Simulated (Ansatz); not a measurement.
# A frame of liquid HfO2 from 3173 K (129 atoms): geometry optimisation

Aim: bring a frame of liquid HfO2 from 3173 K (129 atoms) to a nearby minimum of the energy and see what moves.

Calculated with Ansatz 0.2.0; Kohn-Sham DFT, RPBE, PAW (set soft_2), plane waves.

## 1. Starting point

The cell holds 129 atoms: 43 Hf and 86 O. Cell: a = 12.261 Å, b = 12.261 Å, c = 12.261 Å, α = 90.0°, β = 90.0°, γ = 90.0°. 129 atoms (43 Zr, 86 O) placed at random at 4.77 g/cm³, melted at 4500 K for 20 ps at fixed volume with the Morse and Coulomb pair potential with partial charges (Pedone, Malavasi, Menziani, Cormack and Segre, J. Phys. Chem. B 110, 11780 (2006)). Snapshot at the end of a hold of 20 ps at 3173 K and fixed volume. Then Zr was replaced by Hf (the potential has no terms for the new elements, so the cell is a start for a DFT relaxation). The volume was set by a measured density of the final compound.

Limits known from the start: The starting topology of bonds comes from the classical model. Only the Γ point is sampled, in a cell whose shortest periodic width is 12 Å. No spin–orbit coupling is included, so levels derived from the heavy atoms are approximate.

## 2. Single point at the start

The forces at the start show how far the geometry lies from a minimum of this functional.

Contents of input.yaml:

```yaml
crystal:
  lattice:
    - [12.2605, 0.0, 0.0]
    - [0.0, 12.2605, 0.0]
    - [0.0, 0.0, 12.2605]
  atoms:
    - { symbol: Hf, position: [0.2745, 0.61049, 0.51155] }
    - { symbol: Hf, position: [0.76572, 0.24998, 0.28381] }
    - { symbol: Hf, position: [0.01027, 0.37635, 0.0962] }
    - { symbol: Hf, position: [0.99843, 0.15268, 0.43422] }
    - { symbol: Hf, position: [0.25129, 0.23794, 0.12022] }
    - { symbol: Hf, position: [0.28257, 0.49653, 0.98226] }
    - { symbol: Hf, position: [0.03309, 0.91054, 0.79716] }
    - { symbol: Hf, position: [0.53041, 0.28881, 0.95434] }
    - { symbol: Hf, position: [0.59262, 0.46796, 0.46128] }
    - { symbol: Hf, position: [0.55295, 0.66616, 0.64593] }
    - { symbol: Hf, position: [0.49975, 0.70211, 0.00202] }
    - { symbol: Hf, position: [0.25998, 0.80954, 0.69982] }
    - { symbol: Hf, position: [0.60645, 0.99581, 0.94088] }
    - { symbol: Hf, position: [0.81141, 0.25827, 0.93948] }
    - { symbol: Hf, position: [0.28502, 0.15412, 0.515] }
    - { symbol: Hf, position: [0.07001, 0.18259, 0.72036] }
    - { symbol: Hf, position: [0.32627, 0.63593, 0.25637] }
    - { symbol: Hf, position: [0.1075, 0.90816, 0.4858] }
    - { symbol: Hf, position: [0.26945, 0.03214, 0.92198] }
    - { symbol: Hf, position: [0.75587, 0.06602, 0.63648] }
    - { symbol: Hf, position: [0.21015, 0.75206, 0.02781] }
    - { symbol: Hf, position: [0.83539, 0.83395, 0.07981] }
    - { symbol: Hf, position: [0.45927, 0.09997, 0.73455] }
    - { symbol: Hf, position: [0.85002, 0.97767, 0.2921] }
    - { symbol: Hf, position: [0.66176, 0.58992, 0.20958] }
    - { symbol: Hf, position: [0.87574, 0.50625, 0.3718] }
    - { symbol: Hf, position: [0.25462, 0.96932, 0.21466] }
    - { symbol: Hf, position: [0.7443, 0.77499, 0.44257] }
    - { symbol: Hf, position: [0.02052, 0.07567, 0.08142] }
    - { symbol: Hf, position: [0.80222, 0.3087, 0.56239] }
    - { symbol: Hf, position: [0.51212, 0.12463, 0.21463] }
    - { symbol: Hf, position: [0.43033, 0.38892, 0.66196] }
    [... 91 atom lines left out ...]
    - { symbol: O, position: [0.25749, 0.8524, 0.52816] }
    - { symbol: O, position: [0.7944, 0.93055, 0.50179] }
    - { symbol: O, position: [0.44203, 0.49555, 0.54336] }
    - { symbol: O, position: [0.14644, 0.48468, 0.53974] }
    - { symbol: O, position: [0.25505, 0.51523, 0.36218] }
    - { symbol: O, position: [0.8988, 0.13962, 0.2825] }
kpoints:
  mp_grid: { grid: [1, 1, 1] }
hamiltonian:
  xc: rpbe
scf:
  occupations: { method: fermi_dirac, width: 0.273 }
output:
  forces: true
  stress: true
  populations: true
  dos:
    method: { smearing: { sigma: 0.1 } }
    de: 0.1
    projected: { site_lists: { Hf: [Hf], O: [O] } }
  eigenvalues: true
```

Launch:

```bash
$ ansatz run input.yaml --threads 4 --pin off --max-ram 8192MiB --backend cpu --events-out ev --progress --plain --runs-dir out
```

Numbers of over 12 decimals in the logs are rounded to 6 here.

The program printed:

```text
band count auto-derived: 1038 (N_el = 1634.0; filled up to band 817; 981 by the electrons, moments and atoms)
Engine: ansatz 0.2.0, x86_64-unknown-linux-gnu
Pseudopotentials: kind: paw
Pseudopotential: Hf, paw, valence charge 26, recommended cutoff 420 eV (normal), Hf.paw.azcp
Pseudopotential: O, paw, valence charge 6, recommended cutoff 420 eV (normal), O.paw.azcp
[... 5 lines on functional and potentials left out ...]
Crystal: 129 atoms, lattice volume = 1842.997 Å³
Basis set: ecut = 420 eV, 36041 PW (Γ), exchange–correlation on 180×180×180 points (8 copies of the dense FFT grid, shifted against one another)
Bands: 1038, of which v1, the nominal top of the filled ones, is band 817 counted from 1 (816 counted from 0)
Symmetry: 1 space group operations
Space group: P1 (ITA 1), of the structure as read, at distance tolerance 1.2e-4 Å
k-points: 1
[... 7 lines on functional and potentials left out ...]
Initial density: superposition of atomic densities (neutral atoms: chi_scale 0, normalization atom), corrected by the library's trained network
Initial wavefunctions: pseudopotential atomic-orbital guess
Functional: x = rpbe, c = pbe(β = 0.066725)
SCF iter   1: F=—  HF=-725668.653437 eV  |F-HF|=—  |Δ(HF+E_count)|=         —  Δρ=7.40e-3  dr2=1.22e0  ethr=1.77e-3  ⟨swp⟩=5.0  Hψ=3202  notcnv=0
preconditioner: auto → Resta (q_TF=auto, 2.674 Å⁻¹)  ε∞=4.6  [insulator: Δε(μ)=1.977 eV  Ē_g=17.966 eV  σ=0.273 eV  W_gap=0.95  n_scr=618 (ndim 8)  ℏωp=34.0 eV  f_vac=0.141  D(μ)=1.24/eV (n_scr^D=0)  ε∞_Penn≈4.6]
SCF iter   2: F=—  HF=-725668.491715 eV  |F-HF|=—  |Δ(HF+E_count)|=   1.62e-1  Δρ=3.70e-3  dr2=1.76e-1  ethr=7.46e-5  ⟨swp⟩=2.0  Hψ=1799  notcnv=0
SCF iter   3: F=—  HF=-725668.490655 eV  |F-HF|=—  |Δ(HF+E_count)|=   1.06e-3  Δρ=1.79e-3  dr2=6.65e-2  ethr=1.08e-5  ⟨swp⟩=2.0  Hψ=1618  notcnv=0
SCF iter   4: F=—  HF=-725668.498995 eV  |F-HF|=—  |Δ(HF+E_count)|=   8.34e-3  Δρ=7.78e-4  dr2=1.30e-2  ethr=4.07e-6  ⟨swp⟩=2.0  Hψ=1611  notcnv=0
SCF iter   5: F=—  HF=-725668.499646 eV  |F-HF|=—  |Δ(HF+E_count)|=   6.51e-4  Δρ=3.48e-4  dr2=2.84e-3  ethr=7.99e-7  ⟨swp⟩=2.0  Hψ=1844  notcnv=0
SCF iter   6: F=—  HF=-725668.501922 eV  |F-HF|=—  |Δ(HF+E_count)|=   2.28e-3  Δρ=2.69e-4  dr2=1.46e-3  ethr=1.74e-7  ⟨swp⟩=2.0  Hψ=1898  notcnv=0
SCF iter   7: F=—  HF=-725668.502231 eV  |F-HF|=—  |Δ(HF+E_count)|=   3.09e-4  Δρ=8.29e-5  dr2=1.71e-4  ethr=8.96e-8  ⟨swp⟩=2.0  Hψ=1642  notcnv=0
SCF iter   8: F=—  HF=-725668.502502 eV  |F-HF|=—  |Δ(HF+E_count)|=   2.71e-4  Δρ=5.98e-5  dr2=7.74e-5  ethr=1.05e-8  ⟨swp⟩=3.0  Hψ=1874  notcnv=0
SCF iter   9: F=—  HF=-725668.510044 eV  |F-HF|=—  |Δ(HF+E_count)|=   7.54e-3  Δρ=2.53e-5  dr2=1.46e-5  ethr=4.73e-9  ⟨swp⟩=3.0  Hψ=1792  notcnv=0
SCF iter  10: F=—  HF=-725668.510063 eV  |F-HF|=—  |Δ(HF+E_count)|=   1.93e-5  Δρ=1.16e-5  dr2=3.11e-6  ethr=8.95e-10  ⟨swp⟩=2.0  Hψ=1901  notcnv=0
SCF iter  11: F=—  HF=-725668.510068 eV  |F-HF|=—  |Δ(HF+E_count)|=   4.60e-6  Δρ=9.36e-6  dr2=1.68e-6  ethr=1.90e-10  ⟨swp⟩=3.0  Hψ=1898  notcnv=0
SCF iter  12: F=—  HF=-725668.510069 eV  |F-HF|=—  |Δ(HF+E_count)|=   6.46e-7  Δρ=3.20e-6  dr2=2.14e-7  ethr=1.03e-10  ⟨swp⟩=2.0  Hψ=1804  notcnv=0
SCF iter  13: F=—  HF=-725668.510069 eV  |F-HF|=—  |Δ(HF+E_count)|=   2.61e-7  Δρ=2.53e-6  dr2=1.22e-7  ethr=6.12e-12  ⟨swp⟩=6.0  Hψ=3406  notcnv=0
SCF iter  14: F=-725668.510069 eV  HF=-725668.510069 eV  |F-HF|=5.12e-9  |Δ(HF+E_count)|=   3.49e-8  Δρ=6.86e-7  dr2=1.04e-8  ethr=6.12e-12  ⟨swp⟩=5.0  Hψ=3428  notcnv=0
SCF 1 converged in 14 iterations: F = -725668.510069 eV  dr2 = 1.04e-8
  greatest PAW one-centre occupation: 0.999 electrons in one spin orbital (limit 2), on the Hf atom at site 41 (counted from 0), in its partial waves of l = 0
SCF converged after 14 iterations
Free energy (F): -725668.510069 eV
Harris-Foulkes:  -725668.510069 eV  (|F-HF|=5.12e-9)
Internal energy: -725667.835321 eV  (E = F + TS)
E sigma→0 (E₀):  -725668.172695 eV
Entropy (-TS):   -0.674748 eV (-5.231 meV/atom)
Fermi energy:    12.579723 eV
--- Per-component energies (eV) ---
  E_band       = -6122.564757
  E_kinetic    = 32962.712101
  E_local      = -309889.070640  (includes V_loc(G=0)·N_el)
  E_nonlocal   = -49494.508146
  E_hartree    = 140671.485408
  E_xc         = -19220.741550
  E_vxc        = -19443.566289  (∫ρ·V_xc dr)
  E_paw        = -312042.201641  (= ΣΔE_a)
  E_vpaw       = 58398.679886  (= ΣTr[D̂ρ^β])
  E_aug_tail   = 0.207992  (compensation charges beyond the density's cutoff)
  E_ewald      = -208645.924329
  E_core_change = -9.794516  (= ΣΔE_core)
  E_smearing   = -0.674748  (= −TS)
  E_closure    = -0.000000  (closes the sum)
  Σ components = -725668.510069   (vs F -725668.510069, Δ=0.00e0)
--- Forces (eV/Å), atoms counted from 1 ---
  atom   1  Hf     0.52656656    -1.78114069    -0.32214648
  atom   2  Hf    -0.10908323     0.26181693     0.89037622
  atom   3  Hf    -0.75019175     0.89413664     1.76888310
  atom   4  Hf     1.19836574     0.83693183    -0.41042177
  atom   5  Hf     1.42802237     1.61987743     3.34163260
  atom   6  Hf     1.63116751    -2.78794037     2.04213843
  atom   7  Hf    -0.23608184     0.11599579     1.24906181
  atom   8  Hf    -3.70897312    -2.05327721     0.64900712
  atom   9  Hf     0.81935295    -0.95904831     0.18306592
  atom  10  Hf     0.35694464     0.62459732     0.30537466
  atom  11  Hf     3.02753096     0.17348276    -2.80163861
  atom  12  Hf     0.94225086     1.19378448    -0.85014769
  atom  13  Hf    -1.86359578    -0.59485141     1.02366756
  atom  14  Hf     1.77665640    -0.90242190    -1.90816288
[...]
atom 128  O      1.59725307     1.51550984    -0.04905283
  atom 129  O     -0.57170397    -2.09657531    -0.34714538
  max |Σ_I F_I| component: 4.36e-5 eV/Å
--- Stress (GPa, compression-positive) ---
       -5.157648       0.289116       0.814078
        0.289116      -5.124639      -1.790799
        0.814078      -1.790799      -6.137600
  P = ⅓ Tr σ = -5.4733 GPa (-54.733 kbar)
--- Band table (eV) ---
  k-point 0: bands = ["-51.5009", "-51.4352", "-51.4340", "-51.3488", [... 1022 levels ...], "19.5486", "19.5897", "19.6045", "19.6893", "19.7085", "19.7732", "19.8076", "19.8315", "19.8808", "19.8949", "19.9523", "20.0076"]
--- Löwdin populations: 129 sites ---
  site symbol       q [e]
     0     Hf     24.4632
     1     Hf     24.5936
     2     Hf     24.3968
[...]
128      O      6.6531
  spilling = 0.002899 (of n_electrons = 1634.000000)
```

The job ended after 2.8 min (4 threads of Intel Xeon Platinum 8175M at 2.50GHz (Skylake/Cascade Lake), shared host; peak memory 4.4 GiB; 10 min of CPU time).

In the SCF lines HF is the Harris–Foulkes energy and dr2 the Hartree energy of the density residual, in eV; the loop may stop once dr2 is under the threshold and the program's other checks hold. Hψ counts applications of the Hamiltonian.

Numbers from this run:

| Property | Result |
| --- | --- |
| free energy | -725668.5101 eV |
| free energy per atom | -5625.3373 eV/atom |
| SCF cycles | 14 |
| pressure | -5.473 GPa |
| r.m.s. force component | 1.476 eV/Å |
| longest force | 7.102 eV/Å |
| Fermi energy | 12.58 eV |
| spacing of highest filled and lowest empty level | 1.832 eV |
| levels partly filled by over 2 per cent | 2 |
| spilling of the projection | 0.002899 |

The r.m.s. force component of 1.5 eV/Å and the pressure of -5.5 GPa set the starting point.

Neighbours are counted within 2.82 Å (O-Hf).

Length of the force by element and coordination:

```
element  coordination  atoms  mean length of the force (eV/Å)  spread  least  most
     Hf           all     43                             2.63    1.30  0.416  7.10
     Hf             5     11                             2.84   0.993   1.53  4.56
     Hf             6     27                             2.68    1.37  0.416  7.10
     Hf             7      5                             1.87    1.28  0.781  4.29
      O           all     86                             2.12   0.998  0.325  5.33
      O             2     17                             2.33    1.13  0.803  4.51
      O             3     59                             2.10   0.976  0.325  5.33
      O             4      9                             1.98   0.867  0.644  3.92
      O             5      1                             1.64       0   1.64  1.64
```

## 3. Relaxation

With the cell held, the atoms are moved downhill towards a nearby minimum.

input.yaml, the sections that differ from step 2:

```yaml
output:
  forces: true
relax:
  f_tol: 0.05
  max_steps: 128
# crystal, kpoints, hamiltonian, scf: as in step 2
```

The program printed:

```text
band count auto-derived: 1038 (N_el = 1634.0; filled up to band 817; 981 by the electrons, moments and atoms)
Engine: ansatz 0.2.0, x86_64-unknown-linux-gnu
Pseudopotentials: kind: paw
Pseudopotential: Hf, paw, valence charge 26, recommended cutoff 420 eV (normal), Hf.paw.azcp
Pseudopotential: O, paw, valence charge 6, recommended cutoff 420 eV (normal), O.paw.azcp
[... 5 lines on functional and potentials left out ...]
Crystal: 129 atoms, lattice volume = 1842.997 Å³
Basis set: ecut = 420 eV, 36041 PW (Γ), exchange–correlation on 180×180×180 points (8 copies of the dense FFT grid, shifted against one another)
Bands: 1038, of which v1, the nominal top of the filled ones, is band 817 counted from 1 (816 counted from 0)
Symmetry: 1 space group operations
Space group: P1 (ITA 1), of the structure as read, at distance tolerance 1.2e-4 Å
k-points: 1
[... 7 lines on functional and potentials left out ...]
Initial density: superposition of atomic densities (neutral atoms: chi_scale 0, normalization atom), corrected by the library's trained network
Initial wavefunctions: pseudopotential atomic-orbital guess
Functional: x = rpbe, c = pbe(β = 0.066725)
SCF iter   1: F=—  HF=-725668.653444 eV  |F-HF|=—  |Δ(HF+E_count)|=         —  Δρ=7.40e-3  dr2=1.22e0  ethr=1.77e-3  ⟨swp⟩=5.0  Hψ=3202  notcnv=0
preconditioner: auto → Resta (q_TF=auto, 2.674 Å⁻¹)  ε∞=4.6  [insulator: Δε(μ)=1.977 eV  Ē_g=17.966 eV  σ=0.273 eV  W_gap=0.95  n_scr=618 (ndim 8)  ℏωp=34.0 eV  f_vac=0.141  D(μ)=1.24/eV (n_scr^D=0)  ε∞_Penn≈4.6]
SCF iter   2: F=—  HF=-725668.491761 eV  |F-HF|=—  |Δ(HF+E_count)|=   1.62e-1  Δρ=3.70e-3  dr2=1.76e-1  ethr=7.46e-5  ⟨swp⟩=2.0  Hψ=1799  notcnv=0
SCF iter   3: F=—  HF=-725668.490703 eV  |F-HF|=—  |Δ(HF+E_count)|=   1.06e-3  Δρ=1.79e-3  dr2=6.65e-2  ethr=1.08e-5  ⟨swp⟩=2.0  Hψ=1618  notcnv=0
SCF iter   4: F=—  HF=-725668.499055 eV  |F-HF|=—  |Δ(HF+E_count)|=   8.35e-3  Δρ=7.78e-4  dr2=1.30e-2  ethr=4.07e-6  ⟨swp⟩=2.0  Hψ=1611  notcnv=0
SCF iter   5: F=—  HF=-725668.507168 eV  |F-HF|=—  |Δ(HF+E_count)|=   8.11e-3  Δρ=3.48e-4  dr2=2.84e-3  ethr=7.99e-7  ⟨swp⟩=2.0  Hψ=1844  notcnv=0
SCF iter   6: F=—  HF=-725668.509467 eV  |F-HF|=—  |Δ(HF+E_count)|=   2.30e-3  Δρ=2.69e-4  dr2=1.46e-3  ethr=1.74e-7  ⟨swp⟩=2.0  Hψ=1898  notcnv=0
SCF iter   7: F=—  HF=-725668.509751 eV  |F-HF|=—  |Δ(HF+E_count)|=   2.84e-4  Δρ=8.29e-5  dr2=1.71e-4  ethr=8.95e-8  ⟨swp⟩=2.0  Hψ=1642  notcnv=0
SCF iter   8: F=—  HF=-725668.509998 eV  |F-HF|=—  |Δ(HF+E_count)|=   2.47e-4  Δρ=5.99e-5  dr2=7.74e-5  ethr=1.05e-8  ⟨swp⟩=3.0  Hψ=1874  notcnv=0
SCF iter   9: F=-725668.510058 eV  HF=-725668.510044 eV  |F-HF|=1.36e-5  |Δ(HF+E_count)|=   4.60e-5  Δρ=2.53e-5  dr2=1.46e-5  ethr=3.82e-9  ⟨swp⟩=4.0  Hψ=3199  notcnv=0
SCF 1 converged in 9 iterations: F = -725668.510058 eV  dr2 = 1.46e-5
[...]
relax step  15: F+E_penalty+E_count = -725707.47752233 eV  Δ(F+E_penalty+E_count) = -1.468e-1 eV  max|allowed force component| = 3.772e-1 eV/Å  Δτ_max = 0.1929 Å  (7 SCF iters, dr2 threshold 1.00e-4 eV, accepted)
relax step  20: F+E_penalty+E_count = -725707.93417166 eV  Δ(F+E_penalty+E_count) = -7.947e-2 eV  max|allowed force component| = 1.898e-1 eV/Å  Δτ_max = 0.2000 Å  (7 SCF iters, dr2 threshold 4.99e-5 eV, accepted)
relax step  25: F+E_penalty+E_count = -725708.29671323 eV  Δ(F+E_penalty+E_count) = -8.651e-2 eV  max|allowed force component| = 2.205e-1 eV/Å  Δτ_max = 0.1918 Å  (7 SCF iters, dr2 threshold 5.57e-5 eV, accepted)
relax step  30: F+E_penalty+E_count = -725708.50437223 eV  Δ(F+E_penalty+E_count) = -2.759e-2 eV  max|allowed force component| = 3.338e-1 eV/Å  Δτ_max = 0.1948 Å  (8 SCF iters, dr2 threshold 8.59e-6 eV, accepted)
relax step  35: F+E_penalty+E_count = -725709.12602685 eV  Δ(F+E_penalty+E_count) = -9.109e-2 eV  max|allowed force component| = 1.175e-1 eV/Å  Δτ_max = 0.2000 Å  (11 SCF iters, accepted)
relax step  39: F+E_penalty+E_count = -725709.30140192 eV  Δ(F+E_penalty+E_count) = +1.382e-2 eV  max|allowed force component| = 2.189e-1 eV/Å  Δτ_max = 0.0756 Å  (7 SCF iters, dr2 threshold 4.06e-6 eV, rejected (line search))
[...]
Step cancelled. What follows is not a result of the run: it is the report of the last solve that finished, which converged after 7 SCF iterations.
Free energy (F): -725709.301402 eV
Harris-Foulkes:  -725709.301398 eV  (|F-HF|=3.54e-6)
Internal energy: -725709.238449 eV  (E = F + TS)
E sigma→0 (E₀):  -725709.269925 eV
Entropy (-TS):   -0.062953 eV (-0.488 meV/atom)
Fermi energy:    12.524440 eV
--- Per-component energies (eV) ---
  E_band       = -6056.567148
  E_kinetic    = 33086.776326
  E_local      = -316724.226318  (includes V_loc(G=0)·N_el)
  E_nonlocal   = -49477.894227
  E_hartree    = 144113.390403
  E_xc         = -19261.042744
  E_vxc        = -19496.683180  (∫ρ·V_xc dr)
  E_paw        = -312080.836366  (= ΣΔE_a)
  E_vpaw       = 58328.414229  (= ΣTr[D̂ρ^β])
  E_aug_tail   = 0.209657  (compensation charges beyond the density's cutoff)
  E_ewald      = -205355.820664
  E_core_change = -9.794516  (= ΣΔE_core)
  E_smearing   = -0.062953  (= −TS)
  E_closure    = 0.000000  (closes the sum)
  Σ components = -725709.301402   (vs F -725709.301402, Δ=0.00e0)
--- Forces (eV/Å), atoms counted from 1 ---
  atom   1  Hf     0.03559037    -0.13749867     0.09680982
  atom   2  Hf     0.01551579    -0.03048495     0.08979289
  atom   3  Hf    -0.01176388     0.00587110     0.06107751
  atom   4  Hf    -0.03451205     0.01872169    -0.10516482
  atom   5  Hf     0.01983332     0.03688652    -0.01900478
  atom   6  Hf     0.10052483     0.02249877    -0.04178470
  atom   7  Hf     0.03365569    -0.04707905    -0.00772765
  atom   8  Hf    -0.04273043     0.03325539    -0.03007154
[...]
atom  13  Hf    -0.05960517    -0.06271253    -0.02908671
  atom  14  Hf    -0.07493394    -0.05191310    -0.08953548
[...]
atom 128  O     -0.01487964     0.08626441    -0.00644250
  atom 129  O     -0.01962261     0.02168355     0.02606656
  max |Σ_I F_I| component: 1.57e-3 eV/Å
End of that report.
Error: SIGTERM received: cancelled by the caller after 2 completed SCF iterations
```

Run time: 43 min. Hardware: 4 threads; peak memory 4.4 GiB.

The walk was cut short by its limit. What follows describes the steps that were made.

(Part 1 of 2 ends here.)

[Logs are printed without paths, hosts, clocks, repeated set-up lines and the standing remarks that a program may print on its own settings, such as how far it seeks lower states.]

[Hosts, paths, dates, database ids (printed as entryN), source tags and the programs' standing remarks are cut or masked in the printed files.]
